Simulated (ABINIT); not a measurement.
Planning a run of ABINIT 10.8.3 on Al2O3 (Corundum). The input:

```
acell 3*1.0 Angstrom
rprim 
  2.380249999995 1.374237978213 4.331866666707
  -2.380249999995 1.374237978213 4.331866666707
  -0.000000000000 -2.748475956495 4.331866666685
ntypat 2
znucl 13 8
natom 10
typat 1 1 1 1 2 2 2 2 2 2
xred 
  0.352160000000 0.352160000000 0.352160000000
  0.147840000000 0.147840000000 0.147840000000
  0.647840000000 0.647840000000 0.647840000000
  0.852160000000 0.852160000000 0.852160000000
  0.556680000000 0.943320000000 0.250000000000
  0.250000000000 0.556680000000 0.943320000000
  0.943320000000 0.250000000000 0.556680000000
  0.443320000000 0.056680000000 0.750000000000
  0.750000000000 0.443320000000 0.056680000000
  0.056680000000 0.750000000000 0.443320000000
pp_dirpath "pseudos"
pseudos "Al.upf, O.upf"
ecut 36
ngkpt 4 4 4
nshiftk 1
shiftk 0 0 0
kptopt 1
chksymbreak 0
istwfk *1
occopt 1
irdwfk 1
optdriver 4
nband 414
gwcalctyp 0
ecutsigx 36
symsigma 1
nkptgw 4
kptgw 
  0.0000000000 0.0000000000 0.0000000000
  0.5000000000 0.0000000000 0.0000000000
  0.5000000000 0.5000000000 0.0000000000
  0.5000000000 0.5000000000 0.5000000000
bdgw 
  22 26
  23 26
  23 26
  21 26
ecuteps 7.4
irdscr 1
ppmodel 1
indata_prefix "in"
outdata_prefix "out"
tmpdata_prefix "tmp"
```

```sh
OMP_NUM_THREADS=1 mpirun -n 4 abinit run.abi > log
```

How long will it take on 4 MPI ranks of Arm Neoverse V1, shared host, and how much memory?

It took 8.5 min; on shared hardware allow 4.2 min to 17 min. Peak host memory was 7.1 GiB.

[Paths, hosts, dates, memory and timing lines, banners, echoed tables and standing remarks are left out of the program output.]

[Logs are printed without paths, hosts, clocks, repeated set-up lines and the standing remarks that a program may print on its own settings, such as how far it seeks lower states.]

[Runs of the session that timed out or met a known fault of the program may be left out.]

[Hosts, paths, dates, database ids (printed as entryN), source tags and the programs' standing remarks are cut or masked in the printed files.]

[G0W0 gaps are taken among the corrected bands and points alone; a level outside them can change the order at an edge.]

[Where Ansatz stands beside ABINIT at settings called matched, ABINIT's density can come from a denser mesh and the files from another edition; pairs whose starting gaps differed by over 0.03 eV were left out, so agreement reads better than it is.]
